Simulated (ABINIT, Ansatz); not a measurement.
# GaN (P6_3mc): G0W0 with ABINIT, start to end, part 3 of 3

How does a plane-wave GW calculation on GaN (P6_3mc) run from the first input to the gap?

ABINIT 10.8.3; LDA and many-body steps on it, plane waves. Known limits of the many-body steps: not at the basis limit; exchange with frozen shells missing; no spin-orbit coupling; coarse k mesh.

So far. Step 4 (Empty states on the mesh, 3×3×2 mesh, 161 bands): On this mesh the gap is 2.009 eV. Step 5 (Screening, 3×3×2 mesh, 153 bands, screening to 217.7 eV): Local fields lower ε∞ by 8 %. On a Γ-centred mesh this coarse the value itself is usually too large, while a short band sum pulls it down.

The database entry behind the starting cell differs from later determinations by our own check (about 0.3 % short, ideal inner coordinate), so it need not match the best structure at ambient conditions.

## 6. Self-energy, 3×3×2 mesh, 153 bands, screening to 217.7 eV

The self-energy is evaluated for the states that the input lists, and the levels follow from it, in one-shot runs by the linearised quasiparticle equation.

This step: G0W0 on LDA, plane waves, norm-conserving pseudopotentials.

Contents of run.abi:

```
acell 3*1.0 Angstrom
rprim 
  3.179999999980 0.000000000005 0.000000000000
  -1.589999999994 2.753960784015 0.000000000000
  0.000000000000 0.000000000000 5.166000000000
ntypat 2
znucl 31 7
natom 4
typat 1 1 2 2
xred 
  0.333333333333 0.666666666667 0.000000000000
  0.666666666667 0.333333333333 0.500000000000
  0.333333333333 0.666666666667 0.375000000000
  0.666666666667 0.333333333333 0.875000000000
pp_dirpath "pseudos"
pseudos "Ga.upf, N.upf"
ecut 36
ngkpt 3 3 2
nshiftk 1
shiftk 0 0 0
kptopt 1
chksymbreak 0
istwfk *1
occopt 1
irdwfk 1
optdriver 4
nband 153
gwcalctyp 0
ecutsigx 36
symsigma 1
nkptgw 1
kptgw 
  0.0000000000 0.0000000000 0.0000000000
bdgw 
  17 20
ecuteps 8
irdscr 1
ppmodel 1
indata_prefix "in"
outdata_prefix "out"
tmpdata_prefix "tmp"
```

The run is started by

```
OMP_NUM_THREADS=1 mpirun -n 4 abinit run.abi > log
```

Numbers of over 12 decimals in the logs are rounded to 6 here.

The log of the run:

```text
.Version 10.8.3 of ABINIT. v10.8.2 released Aug 2026.

 Symmetries : space group P6_3 m c (#186); Bravais hP (primitive hexag.)
[... echo of the input left out ...]
== DATASET  1 ==================================================================
-   mpi_nproc: 4, omp_nthreads: 1 (-1 if OMP is not activated)

--- !DatasetInfo
iteration_state: {dtset: 1, }
dimensions: {natom: 4, nkpt: 6, mband: 153, nsppol: 1, nspinor: 1, nspden: 1, mpw: 3162, }
cutoff_energies: {ecut:  36.0, pawecutdg:  -1.0, }
electrons: {nelect:   3.60000000E+01, charge:   0.00000000E+00, occopt:   1.00000000E+00, tsmear:   1.00000000E-02, }

 SIGMA: Calculation of the GW corrections

 Based on a program developped by R.W. Godby, V. Olevano, G. Onida, and L. Reining.
 Incorporated in ABINIT by V. Olevano, G.-M. Rignanese, and M. Torrent.
.Using double precision arithmetic ; gwpc =  8

[... cell and pseudopotentials left out ...]
--------------------------------------------------------------------------------

 ==== K-mesh for the wavefunctions ====
 Number of points in the irreducible wedge :     6
[... list of points left out ...]
 Together with 12 symmetry operations and time-reversal symmetry
 yields    18 points in the full Brillouin Zone.

 ==== Q-mesh for screening function ====
 Number of points in the irreducible wedge :     6
[... list of points left out ...]
 Together with 12 symmetry operations and time-reversal symmetry
 yields    18 points in the full Brillouin Zone.

 vcoul_init : cutoff-mode = AUXILIARY_FUNCTION
 q-points for optical limit:   1
     1)      0.000010    0.000020    0.000030
 setmesh: FFT mesh size selected  =    30x   30x   54
          total number of points  =        48600

 Number of electrons calculated from density =   36.0000; Expected =   36.0000
 average of density, n =  0.117914
 r_s =    1.2651
 omega_plasma =   33.1237 [eV]

 === KS Band Gaps ===
  >>>> For spin  1
   Minimum direct gap =   2.0090 [eV], located at k-point      :   0.0000  0.0000  0.0000
   Fundamental gap    =   2.0090 [eV], Top of valence bands at :   0.0000  0.0000  0.0000
                                       Bottom of conduction at :   0.0000  0.0000  0.0000
 SIGMA fundamental parameters:
 PLASMON POLE MODEL  1
 number of plane-waves for SigmaX                 3153
 number of plane-waves for SigmaC and W            313
 number of plane-waves for wavefunctions          3153
 number of bands                                   153
 number of independent spin polarizations            1
 number of spinorial components                      1
 number of k-points in IBZ                           6
 number of q-points in IBZ                           6
 number of symmetry operations                      12
 number of k-points in BZ                           18
 number of q-points in BZ                           18
 number of frequencies for dSigma/dE                 9
 frequency step for dSigma/dE [eV]                0.25
 number of omega for Sigma on real axis              0
 max omega for Sigma on real axis  [eV]           0.00
 zcut for avoiding poles [eV]                     0.10

 EPSILON^-1 parameters (SCR file):
 dimension of the eps^-1 matrix on file            313
 dimension of the eps^-1 matrix used               313
 number of plane-waves for wavefunctions          3153
 number of bands                                   153
 number of q-points in IBZ                           6
 number of frequencies                               2
 number of real frequencies                          1
 number of imag frequencies                          1

 matrix elements of self-energy operator (all in [eV])

 Perturbative Calculation

--- !SelfEnergy_ee
iteration_state: {dtset: 1, }
kpoint     : [   0.000,    0.000,    0.000, ]
spin       : 1
KS_gap     :    2.009
QP_gap     :    2.564
Delta_QP_KS:    0.555
data: !SigmaeeData |
     Band     E0 <VxcDFT>   SigX SigC(E0)      Z dSigC/dE  Sig(E)    E-E0       E
       17   5.109 -18.269 -21.356   3.131   0.793  -0.262 -18.234   0.035   5.144
       18   5.109 -18.269 -21.356   3.131   0.793  -0.262 -18.234   0.035   5.144
       19   7.118 -14.315  -9.563  -4.029   0.816  -0.225 -13.725   0.590   7.708
       20   9.333 -13.895  -8.401  -4.586   0.827  -0.209 -13.144   0.751  10.084

== END DATASET(S) ==============================================================
================================================================================

 -outvars: echo values of variables after computation  --------
           etotal      0.0000000000E+00
            nband         153
             nkpt           6
          spgroup         186
 [... the other variables as echoed above ...]

 Calculation completed.
```

The job ended after 5.7 s (4 MPI ranks of Arm Neoverse V2, shared host; peak memory 0.57 GiB).

This step gave:

* G0W0 gap on the points computed: 2.564 eV
* starting gap on the mesh: 2.009 eV
* k of the valence top: 0, 0, 0
* k of the conduction bottom: 0, 0, 0
* Z at the valence top: 0.793
* Z at the conduction bottom: 0.816
* least direct G0W0 gap on the computed points: 2.564 eV

The gap on the mesh goes from 2.01 eV to 2.56 eV, a correction of +0.56 eV.

Limits: finite bands, cutoff and mesh; exchange with frozen shells missing; no spin-orbit coupling; coarse k mesh. v1 is the top filled band, c1 the lowest empty one. The levels before and after the correction (eV, zero at the valence-band top of each column):

```
           conduction bottom  valence top
Kohn-Sham               2.01         0.00
     G0W0               2.56         0.00
```

```
             level  energy (eV)
Kohn-Sham  Γ v2-v1        0.000
Kohn-Sham     Γ c1        2.009
Kohn-Sham     Γ c2        4.224
     G0W0  Γ v2-v1        0.000
     G0W0     Γ c1        2.564
     G0W0     Γ c2        4.940
```

## 7. Where the time went

Times are wall times on 4 MPI ranks of Arm Neoverse V2, shared host, good to a factor of about two.

```
                          step   time  share  memory (GiB)
                  ground state   17 s   15 %           0.3
bands along the symmetry lines   25 s   22 %          0.34
      empty states on the mesh   42 s   38 %           2.4
                     screening   22 s   20 %          0.81
                   self-energy  5.7 s    5 %          0.57
```

## 8. Outcome

```
LDA gap              : 2.01 eV, direct
G0W0 gap on the mesh : 2.56 eV
GW settings          : 3×3×2 mesh, 153 bands, screening to 217.7 eV, Godby-Needs plasmon pole
known limits         : not at the basis limit; exchange with frozen shells missing; no spin-orbit coupling; coarse k mesh
```

G0W0 moves the gap on the mesh from 2.01 eV to 2.56 eV (+0.56 eV), with Z of 0.79 and 0.82 at the edges. Local fields lower the RPA ε∞ on this mesh from 10.09 to 9.32; a Γ-centred mesh this coarse tends to raise both, most where the direct gap is narrow, while a short band sum lowers them. Only 1 of the mesh's irreducible points was corrected, so a valley elsewhere could overtake. The dearest step here is «empty states on the mesh». Bands and cutoff are finite, so the gap is not at the basis limit. The miss can reach some tenths of an eV and take either sign; the mesh is an error of its own. In the G0W0 run levels were corrected at 1 k point alone, so a gap called «on the mesh» is the least over those, and an edge elsewhere would be missed. The 3×3×2 mesh is coarse for this cell, which bears on the long-range parts of exchange and screening. The norm-conserving file of at least one element keeps a d shell over frozen s and p shells of the same row. Exchange with those shells is missing from the self-energy, an error of 0.3 to 0.9 eV in cases checked, whose sign depends on which edge lies on those atoms. The many-body steps are scalar-relativistic: spin-orbit coupling is not in them.

[Paths, hosts, dates, memory and timing lines, banners, echoed tables and standing remarks are left out of the program output.]

[Logs are printed without paths, hosts, clocks, repeated set-up lines and the standing remarks that a program may print on its own settings, such as how far it seeks lower states.]

[Runs of the session that timed out or met a known fault of the program may be left out.]

[Hosts, paths, dates, database ids (printed as entryN), source tags and the programs' standing remarks are cut or masked in the printed files.]

[G0W0 gaps are taken among the corrected bands and points alone; a level outside them can change the order at an edge.]

[Where Ansatz stands beside ABINIT at settings called matched, ABINIT's density can come from a denser mesh and the files from another edition; pairs whose starting gaps differed by over 0.03 eV were left out, so agreement reads better than it is.]
